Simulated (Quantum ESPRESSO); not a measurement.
# Mn3SnH: which magnetic order is lowest, part 2 of 2

A self-consistent run ends on one state, which hangs on the start. Several orders of Mn3SnH are started in Quantum ESPRESSO and their energies compared.

Quantum ESPRESSO 7.5; LDA; plane waves with GBRV 1.5 LDA potentials, no spin-orbit coupling.

So far, absolute magnetization (μB): step 2 (start 1: ferro +++) 8.10.

### Step 3. Run 2, typed as ferri ++−

Contents of pw.py:

```python
from ase import Atoms
from ase.calculators.espresso import Espresso, EspressoProfile

atoms = Atoms(['Mn', 'Mn', 'Mn', 'Sn', 'H'],
    cell=[[4.00389929, 0.0, 0.0],
         [0.0, 4.00389929, 0.0],
         [0.0, 0.0, 4.00389929]],
    scaled_positions=[[0.5, 0.0, 0.0],
         [0.0, 0.5, 0.0],
         [0.0, 0.0, 0.5],
         [0.5, 0.5, 0.5],
         [0.0, 0.0, 0.0]],
    pbc=True,
    magmoms=[3.5, 3.5, -3.5, 0.0, 0.0])
input_data = {
    'control': {'calculation': 'scf', 'prefix': 'pwscf', 'outdir': './tmp', 'disk_io': 'nowf'},
    'system': {'ecutwfc': 40.0, 'ecutrho': 280.0, 'nbnd': 42, 'occupations': 'smearing', 'smearing': 'fd', 'degauss': 0.00999582, 'nspin': 2},
    'electrons': {'conv_thr': 1e-08, 'electron_maxstep': 150, 'mixing_beta': 0.3},
}
atoms.calc = Espresso(
    profile=EspressoProfile(command='mpirun -n 2 pw.x -nk 2', pseudo_dir='pseudo'),
    pseudopotentials={'Sn': 'sn_lda_v1.4.uspp.F.UPF', 'H': 'h_lda_v1.4.uspp.F.UPF', 'Mn': 'mn_lda_v1.5.uspp.F.UPF'},
    input_data=input_data,
    kpts=(8, 8, 8),
    koffset=(0, 0, 0))
energy = atoms.get_potential_energy(force_consistent=True)
print(f'free energy: {energy:.6f} eV')
print('site moments (muB):', atoms.get_magnetic_moments().round(3))
```

Contents of espresso.pwi:

```
&CONTROL
   calculation      = 'scf'
   outdir           = './tmp'
   prefix           = 'pwscf'
   disk_io          = 'nowf'
   pseudo_dir       = 'pseudo'
/
&SYSTEM
   nbnd             = 42
   ecutwfc          = 40.0
   ecutrho          = 280.0
   occupations      = 'smearing'
   degauss          = 0.00999582
   smearing         = 'fd'
   nspin            = 2
   starting_magnetization(1) = 3.5
   starting_magnetization(2) = -3.5
   starting_magnetization(3) = 0.0
   starting_magnetization(4) = 0.0
   ntyp             = 4
   nat              = 5
   ibrav            = 0
/
&ELECTRONS
   electron_maxstep = 150
   conv_thr         = 1e-08
   mixing_beta      = 0.3
/
&IONS
/
&CELL
/
&FCP
/
&RISM
/
ATOMIC_SPECIES
Mn  54.938044 mn_lda_v1.5.uspp.F.UPF
Mn1 54.938044 mn_lda_v1.5.uspp.F.UPF
Sn  118.71 sn_lda_v1.4.uspp.F.UPF
H  1.008 h_lda_v1.4.uspp.F.UPF

K_POINTS automatic
8 8 8  0 0 0

CELL_PARAMETERS angstrom
4.00389929000000 0.00000000000000 0.00000000000000
0.00000000000000 4.00389929000000 0.00000000000000
0.00000000000000 0.00000000000000 4.00389929000000

ATOMIC_POSITIONS angstrom
Mn  2.0019496450 0.0000000000 0.0000000000  
Mn  0.0000000000 2.0019496450 0.0000000000  
Mn1 0.0000000000 0.0000000000 2.0019496450  
Sn  2.0019496450 2.0019496450 2.0019496450  
H  0.0000000000 0.0000000000 0.0000000000
```

Launch:

```
$ OMP_NUM_THREADS=1 python3 pw.py > pw.log
```

Log:

```text
[banner, memory and clock lines left out]
free energy: -10796.782306 eV
site moments (muB): [ 2.195  2.195 -2.611 -0.028 -0.005]

--- espresso.pwo ---
Program PWSCF v.7.5 starts

Warning: card &CELL ignored
Warning: card &FCP ignored
Warning: card &RISM ignored

     Message from routine setup:
     using ibrav=0 with symmetry is DISCOURAGED, use correct ibrav instead

     bravais-lattice index     =            0
     lattice parameter (alat)  =       7.5663  a.u.
     unit-cell volume          =     433.1577 (a.u.)^3
     number of atoms/cell      =            5
     number of atomic types    =            4
     number of electrons       =        60.00
     number of Kohn-Sham states=           42
     kinetic-energy cutoff     =      40.0000  Ry
     charge density cutoff     =     280.0000  Ry
     scf convergence threshold =      1.0E-08
     mixing beta               =       0.3000
     number of iterations used =            8  plain     mixing
     Exchange-correlation=  SLA  PZ   NOGX NOGC
                           (   1   1   0   0   0   0   0)

     celldm(1)=   7.566273  celldm(2)=   0.000000  celldm(3)=   0.000000
     celldm(4)=   0.000000  celldm(5)=   0.000000  celldm(6)=   0.000000

     crystal axes: (cart. coord. in units of alat)
               a(1) = (   1.000000   0.000000   0.000000 )
               a(2) = (   0.000000   1.000000   0.000000 )
               a(3) = (   0.000000   0.000000   1.000000 )

     reciprocal axes: (cart. coord. in units 2 pi/alat)
               b(1) = (  1.000000  0.000000  0.000000 )
               b(2) = (  0.000000  1.000000  0.000000 )
               b(3) = (  0.000000  0.000000  1.000000 )

     PseudoPot. # 1 for Mn read from file:
     mn_lda_v1.5.uspp.F.UPF
     Pseudo is Ultrasoft + core correction, Zval = 15.0

     PseudoPot. # 2 for Mn read from file:
     mn_lda_v1.5.uspp.F.UPF
     Pseudo is Ultrasoft + core correction, Zval = 15.0

     PseudoPot. # 3 for Sn read from file:
     sn_lda_v1.4.uspp.F.UPF
     Pseudo is Ultrasoft + core correction, Zval = 14.0

     PseudoPot. # 4 for H  read from file:
     h_lda_v1.4.uspp.F.UPF
     Pseudo is Ultrasoft, Zval =  1.0

     atomic species   valence    mass     pseudopotential
     Mn               15.00    54.93804     Mn( 1.00)
     Mn1              15.00    54.93804     Mn( 1.00)
     Sn               14.00   118.71000     Sn( 1.00)
     H                 1.00     1.00800     H ( 1.00)

     Starting magnetic structure
     atomic species   magnetization
     Mn              0.233
     Mn1            -0.233
     Sn              0.000
     H               0.000

     16 Sym. Ops., with inversion, found

   Cartesian axes

     site n.     atom                  positions (alat units)
         1        Mn     tau(   1) = (   0.5000000   0.0000000   0.0000000  )
         2        Mn     tau(   2) = (   0.0000000   0.5000000   0.0000000  )
         3        Mn1    tau(   3) = (   0.0000000   0.0000000   0.5000000  )
         4        Sn     tau(   4) = (   0.5000000   0.5000000   0.5000000  )
         5        H      tau(   5) = (   0.0000000   0.0000000   0.0000000  )

     number of k points=    75  Fermi-Dirac smearing, width (Ry)=  0.0100
                       cart. coord. in units 2pi/alat
        k(    1) = (   0.0000000   0.0000000   0.0000000), wk =   0.0019531
        k(    2) = (   0.0000000   0.0000000   0.1250000), wk =   0.0039062
        k(    3) = (   0.0000000   0.0000000   0.2500000), wk =   0.0039062
        k(    4) = (   0.0000000   0.0000000   0.3750000), wk =   0.0039062
        k(    5) = (   0.0000000   0.0000000  -0.5000000), wk =   0.0019531
        [... 70 further k-points ...]

     Dense  grid:    34457 G-vectors     FFT dimensions: (  45,  45,  45)

     Smooth grid:    14795 G-vectors     FFT dimensions: (  32,  32,  32)

     Check: negative core charge=   -0.000049
     Generating pointlists ...
     new r_m :   0.2063 (alat units)  1.5605 (a.u.) for type    1
     new r_m :   0.2063 (alat units)  1.5605 (a.u.) for type    2
     new r_m :   0.2917 (alat units)  2.2069 (a.u.) for type    3
     new r_m :   0.2063 (alat units)  1.5605 (a.u.) for type    4

     Initial potential from superposition of free atoms

     starting charge      57.4998, renormalised to      60.0000
     Starting wfcs are   49 randomized atomic wfcs

     Self-consistent Calculation

     iteration #  1     ecut=    40.00 Ry     beta= 0.30
     Davidson diagonalization with overlap
     ethr =  1.00E-02,  avg # of iterations =  3.0

     total energy              =    -792.06225582 Ry
     estimated scf accuracy    <       7.14081401 Ry

     total magnetization       =     1.89 Bohr mag/cell
     absolute magnetization    =     6.68 Bohr mag/cell

     iteration #  2     ecut=    40.00 Ry     beta= 0.30
     Davidson diagonalization with overlap
     ethr =  1.00E-02,  avg # of iterations =  2.5

     total energy              =    -793.33687568 Ry
     estimated scf accuracy    <       1.08971328 Ry

     total magnetization       =     3.36 Bohr mag/cell
     absolute magnetization    =     8.81 Bohr mag/cell

     [... further iterations left out ...]

     iteration # 14     ecut=    40.00 Ry     beta= 0.30
     Davidson diagonalization with overlap
     ethr =  2.98E-10,  avg # of iterations =  2.0

     total energy              =    -793.54893225 Ry
     estimated scf accuracy    <       0.00000002 Ry

     total magnetization       =     1.99 Bohr mag/cell
     absolute magnetization    =     8.44 Bohr mag/cell

     iteration # 15     ecut=    40.00 Ry     beta= 0.30
     Davidson diagonalization with overlap
     ethr =  3.53E-11,  avg # of iterations =  2.6

     Magnetic moment per site  (integrated on atomic sphere of radius R)
     atom   1 (R=0.206)  charge= 12.1448  magn=  2.1946
     atom   2 (R=0.206)  charge= 12.1448  magn=  2.1946
     atom   3 (R=0.206)  charge= 12.1370  magn= -2.6109
     atom   4 (R=0.292)  charge= 11.8709  magn= -0.0281
     atom   5 (R=0.206)  charge=  1.1980  magn= -0.0053

     End of self-consistent calculation

     Number of k-points >= 100: set verbosity='high' to print the bands.

     the Fermi energy is    14.8149 ev

!    total energy              =    -793.54893227 Ry
     estimated scf accuracy    <          4.7E-09 Ry
     smearing contrib. (-TS)   =      -0.02195267 Ry
     internal energy E=F+TS    =    -793.52697960 Ry

     The total energy is F=E-TS. E is the sum of the following terms:
     one-electron contribution =    -345.36432641 Ry
     hartree contribution      =     205.80631423 Ry
     xc contribution           =    -121.92463504 Ry
     ewald contribution        =    -532.04433238 Ry

     total magnetization       =     1.99 Bohr mag/cell
     absolute magnetization    =     8.44 Bohr mag/cell

     convergence has been achieved in  15 iterations
```

The job ended after 87 s (2 MPI ranks of Intel Xeon Platinum 8488C (Sapphire Rapids), shared host; peak memory 0.52 GiB).

Spin moment in the atom's sphere by atom:

```csv
atom,spin moment in the atom's sphere (μB)
Mn1,2.19
Mn2,2.19
Mn3,-2.61
Sn4,-0.03
H5,-0.01
```

This step gave:

```
smearing term TS       : 0.2987 eV
magnetization          : 1.993 μB
absolute magnetization : 8.443 μB
final state            : ferrimagnetic
```

### Step 4. Run 3 (no spin polarisation)

pw.py, as its differences from that of step 3:

```diff
@@ -12,7 +12,6 @@
          [0.0, 0.0, 0.0]],
-    pbc=True,
-    magmoms=[3.5, 3.5, -3.5, 0.0, 0.0])
+    pbc=True)
 input_data = {
     'control': {'calculation': 'scf', 'prefix': 'pwscf', 'outdir': './tmp', 'disk_io': 'nowf'},
-    'system': {'ecutwfc': 40.0, 'ecutrho': 280.0, 'nbnd': 42, 'occupations': 'smearing', 'smearing': 'fd', 'degauss': 0.00999582, 'nspin': 2},
+    'system': {'ecutwfc': 40.0, 'ecutrho': 280.0, 'nbnd': 40, 'occupations': 'smearing', 'smearing': 'fd', 'degauss': 0.00999582},
     'electrons': {'conv_thr': 1e-08, 'electron_maxstep': 150, 'mixing_beta': 0.3},
@@ -27,2 +26 @@
 print(f'free energy: {energy:.6f} eV')
-print('site moments (muB):', atoms.get_magnetic_moments().round(3))
```

Launch:

```
$ OMP_NUM_THREADS=1 python3 pw.py > pw.log
```

Log:

```text
     [... lines left out ...]
free energy: -10795.583228 eV
--- espresso.pwo ---
Program PWSCF v.7.5 starts
     [... lines left out ...]
     number of atoms/cell      =            5
     [... lines left out ...]
     number of electrons       =        60.00
     number of Kohn-Sham states=           40
     kinetic-energy cutoff     =      40.0000  Ry
     charge density cutoff     =     280.0000  Ry
     scf convergence threshold =      1.0E-08
     [... lines left out ...]
     48 Sym. Ops., with inversion, found
     [... lines left out ...]
     number of k points=    35  Fermi-Dirac smearing, width (Ry)=  0.0100
     [... lines left out ...]
     iteration # 11     ecut=    40.00 Ry     beta= 0.30
     [... lines left out ...]
     the Fermi energy is    14.4319 ev
!    total energy              =    -793.46080166 Ry
     estimated scf accuracy    <          8.9E-10 Ry
     smearing contrib. (-TS)   =      -0.05572107 Ry
     [... lines left out ...]
     convergence has been achieved in  11 iterations
```

Wall time 19 s (2 MPI ranks); peak memory 0.35 GiB.

This step gave:

```
smearing term TS : 0.7581 eV
final state      : non-magnetic (no spin polarisation)
```

### Step 5. The states side by side

An order is kept where moments of 0.15 μB or more survive with the typed signs; meshes match where a doubled cell samples the same k points as the first cell.

Ferrimagnetic means that a moment over 0.15 μB on a transition or rare-earth metal, induced ones included, opposes the net moment. Orders:

```csv
start,final state,typed order kept,energy over the lowest (meV a seeded atom),largest site moment (μB),net moment (μB a cell of the first run),mesh matched,CPU time (s)
ferro +++,ferromagnetic,yes,0,2.273,7.687,yes,85.68
ferri ++-,ferrimagnetic,yes,23.43,2.611,1.993,yes,173.8
no spin polarisation,non-magnetic,-,423.1,0,0,yes,37.61
```

### Step 6. Results

| Property | Result |
| --- | --- |
| lowest state found | ferromagnetic (from ferro +++) |
| largest site moment | 2.27 μB |
| next state with moments | ferrimagnetic, 23.4 meV a seeded atom higher |
| state without moments | 423 meV a seeded atom higher |

The smearing terms TS of the orders run from 91 to 100 meV a seeded atom, so the differences would change at a smaller width: an order with a larger TS is lowered more by the smearing. Only these 3 starts were compared; other wavevectors, canted and longer-period orders were not. Energies are free energies at an electronic temperature of 1580 K, which lowers moments and differences where the moments are itinerant.

[Logs and program files are shortened in this print: banners, set-up blocks, solver, clock and traceback lines can be left out without a mark of their own.]

[Logs are printed without paths, hosts, clocks, repeated set-up lines and the standing remarks that a program may print on its own settings, such as how far it seeks lower states.]

[Hosts, paths, dates, database ids (printed as entryN), source tags and the programs' standing remarks are cut or masked in the printed files.]

[Where a cell is said to come from a database of computed structures, the database is the Materials Project.]
